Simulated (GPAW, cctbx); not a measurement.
# How far are the atoms of AlGa3P4 from free atoms?

Question: by how much does bonding change the structure factors of AlGa3P4?

The cell is our own: ordered zincblende alloy in the eight-atom cube, 1 of 4 Ga sites given to Al. All numbers below are calculated.

## Step 1: Relax the structure

The density hangs on the geometry, so cell and atoms are relaxed first, with the symmetry held. The cutoff is set higher than for the density because stress converges slowly with plane waves.

Settings: GPAW 26.7.0, PBE, 650 eV, 4×4×4 k-points, Fermi–Dirac width 0.02 eV, BFGS to 0.02 eV/Å.

```text
cell
1.0
     5.510000000    0.000000000    0.000000000
     0.000000000    5.510000000    0.000000000
     0.000000000    0.000000000    5.510000000
Al P Ga
1 4 3
Direct
0.000000000 0.000000000 0.000000000
0.250000000 0.250000000 0.250000000
0.250000000 0.750000000 0.750000000
0.750000000 0.250000000 0.750000000
0.750000000 0.750000000 0.250000000
0.000000000 0.500000000 0.500000000
0.500000000 0.000000000 0.500000000
0.500000000 0.500000000 0.000000000
```

```console
$ OMP_NUM_THREADS=1 mpirun -n 4 gpaw python run.py > gpaw.log
```

```text
BFGS:    0      -37.511137        0.196531
BFGS:    1      -37.514093        0.155795
BFGS:    2      -37.521643        0.089476
BFGS:    3      -37.522150        0.080652
BFGS:    4      -37.524961        0.029597
BFGS:    5      -37.525111        0.004594
cell  5.5359 5.5359 5.5359  90.00 90.00 90.00
volume 169.658 A^3, largest force 0.003 eV/A, largest stress 0.01 GPa
```

After 5 steps the volume has changed by +1.4 % and the energy by -0.014 eV; the largest stress left is 0.01 GPa. It took 47 s on 4 cores of Arm Neoverse V1 (shared host), peak memory 1 GiB.

Relaxed structure: P-43m (no. 215), a = 5.5359 Å, b = 5.5359 Å, c = 5.5359 Å, α = 90.00°, β = 90.00°, γ = 90.00°.

| atom | mult. | x | y | z |
| --- | --- | --- | --- | --- |
| Ga1 | 3 | 0 | 1/2 | 1/2 |
| P1 | 4 | 0.2486 | 0.2486 | 0.2486 |
| Al1 | 1 | 0 | 0 | 0 |

## Step 2: The all-electron density

X-rays see the whole electron density, so the PAW density is rebuilt with its core regions. Subtracting spherical free atoms from the same code cancels the cores and leaves the deformation density Δρ, the part due to bonding.

Settings: PBE, 600 eV, 4×4×4 k-points, Fermi–Dirac width 0.02 eV; primitive cell of 8 atoms.

```console
$ OMP_NUM_THREADS=1 mpirun -n 4 gpaw python run.py > gpaw.log
```

```text
|iter:   1|       0s |  -38.301784 | -0.27 |       |
|iter:   2|       1s |  -38.157394 | -2.01 | -0.82 |
|iter:   3|       1s |  -37.528001 | -1.66 | -0.86 |
...
|iter:   7|       4s |  -37.523111c| -5.92 | -3.04 |
|iter:   8|       4s |  -37.523112c| -7.25 | -3.91 |
|iter:   9|       5s |  -37.523112c| -7.48c| -4.44c|
```

```text
grid (64, 64, 64)  electrons 166.000  moved by bonding 2.044 e
deformation density beyond 0.5 A of the nuclei: max 0.182, min -0.084 e/A^3
atom        x       y       z   Voronoi charge  moment
Ga1    0.0000  0.5000  0.5000      0.191       0.00
Ga2    0.5000  0.0000  0.5000      0.191       0.00
Ga3    0.5000  0.5000  0.0000      0.191       0.00
P 4    0.2486  0.2486  0.2486     -0.200       0.00
P 5    0.2486  0.7514  0.7514     -0.200       0.00
P 6    0.7514  0.2486  0.7514     -0.200       0.00
P 7    0.7514  0.7514  0.2486     -0.200       0.00
Al8    0.0000  0.0000  0.0000      0.228       0.00
mean inner potential of superposed free atoms 13.876 V
total magnetic moment 0.000 muB
```

Deformation density in a plane through the shortest contact of the P atom at the origin, in 0.01 e/Å³ (clipped at ±99); x from -1.6 to 4.0 Å, y from 2.4 down to -2.4 Å:

```text
 -1   .   .   .  -6  -4  -3  -2  -2  -2  -2  -1  -1  -1  -1  -1
 -1  -3   .   .  -5  -4  -2  -2  -2  -2  -2  -2  -1  -1  -1  -1
 -1  -5  -6  -3   1   1   0  -1  -2  -2  -3  -2  -1  -1  -1  -1
 -1   0   5  11  11   5   2   0  -2  -4  -5  -4  -2  -1  -1  -1
 -1   2   7  13  11   3   3   4   1  -5  -8  -6  -4  -2  -2  -2
 -1   0   1   1   .  -3   6  12   7  -2  -3   .  -5  -6  -4  -2
 -1  -2  -4  -7   .   .  11  18  12   1   .   .  -3  -8  -5  -3
 -1  -1  -1  -3   .  -6   5  12   7  -2  -3   .  -3  -4  -3  -2
 -1   0   2   2  -3  -5   0   3   1  -3  -2   4   8   5   2   0
 -1  -1   1   1  -1  -2  -1  -1  -1  -1   4  13  18  12   4   2
 -2  -1  -1  -1  -1  -1  -2  -1  -1   0   3  10  13   6   1   4
 -2  -2  -1  -1  -1  -1  -1  -1  -1  -1  -1  -3   .   .  -1  10
 -2  -2  -2  -1  -1  -1  -1  -1  -2  -2  -3  -7   .   .   0  12
```

Atoms in or within 0.15 Å of the plane: Ga (-0.8, 2.3), P (0.0, 0.0), P (3.2, -2.2), Al (2.4, 0.0) Å. Dots mark points within about 0.45 Å of a nucleus; large values next to them are atomic features.

P gains most (-0.20 e) and Al loses most (+0.23 e), as electronegativity suggests. Such charges fall far short of formal ones, since overlapping free atoms already put density on their neighbours. Along the shortest contact from the P atom at the map's origin, P–Al at 2.38 Å, Δρ is +0.16 e/Å³ at the midpoint and highest, +0.18, 1.02 Å from P (points within 0.5 Å of a nucleus left out): a bond charge, the mark of covalency, pulled towards P. At the midpoints of other shortest contacts it is +0.13 (Ga–P, 2.40 Å) e/Å³. Point values carry grid noise of about 0.01 e/Å³. The run needed 9 iterations, 9.9 s.

## Step 3: Structure factors

The Fourier components of Δρ, added to those of the free atoms, give the static X-ray structure factors; the Mott–Bethe relation turns them into the Fourier components V of the potential that fast electrons feel.

```text
static structure factors of the conventional cell: F in electrons, V (Mott-Bethe) in volts
   h  k  l      d  |F| table  |F| free   |F| DFT   change   |V| free  |V| DFT  change %
   0  1  0  5.5359    17.081    17.062    17.030   -0.032     0.327    0.353      8.0
   0  1  1  3.9145    17.070    17.065    17.030   -0.035     0.385    0.400      3.8
   1  1  1  3.1962   100.525   100.638   101.157    0.519     5.979    5.797     -3.0
   0  2  0  2.7680    43.184    43.104    42.625   -0.478     0.602    0.701     16.5
   0  2  1  2.4757    16.103    16.068    16.082    0.013     0.410    0.408     -0.5
   1  2  1  2.2600    15.357    15.302    15.309    0.007     0.379    0.377     -0.4
   0  2  2  1.9572   114.370   114.135   113.764   -0.371     5.366    5.404      0.7
   1  2  2  1.8453    13.942    13.852    13.843   -0.009     0.332    0.333      0.3
   0  3  0  1.8453    15.245    15.156    15.180    0.024     0.411    0.409     -0.5
   0  3  1  1.7506    13.952    13.860    13.901    0.041     0.344    0.341     -1.0
   1  3  1  1.6691    80.165    79.861    79.376   -0.485     3.198    3.237      1.2
   2  2  2  1.5981    37.182    36.836    37.117    0.281     0.634    0.620     -2.3
   0  3  2  1.5354    12.157    12.075    12.078    0.004     0.274    0.273     -0.1
   1  3  2  1.4795    12.795    12.718    12.712   -0.006     0.314    0.314      0.1
```

The largest X-ray change is +0.52 e on 111, 0.5 % of |F|. For electrons V goes as (Z − F)/g², so a change of F counts against Z − F, which is small at low angle and wherever the atoms' terms cancel: |V| of 020 moves by +16.5 % (0.60 to 0.70 V) against -1.1 % in |F|. The last three rows still change by up to 0.28 e; the table stops while the angles are still low. The tabulated Hartree–Fock atoms differ from the free DFT atoms by up to 0.35 e, so the choice of reference atom matters too.

## Step 4: Answer

Bonding moves 2.04 e in the primitive cell of AlGa3P4 and changes the structure factors of the conventional cell in the table above by at most 0.52 e (111, 0.5 %), and among reflections above 2 % of the strongest by up to 1.1 % (020). The shortest bond, P–Al, has Δρ = +0.16 e/Å³ at its midpoint, a covalent bond charge. Limits: static density, frozen cores, no spin–orbit coupling.

[Outputs are excerpts: Python notices, other lines and further rows are left out; steps that failed or that the build refused (PBEsol, TPSS) are not shown.]

[Logs are printed without paths, hosts, clocks, repeated set-up lines and the standing remarks that a program may print on its own settings, such as how far it seeks lower states.]
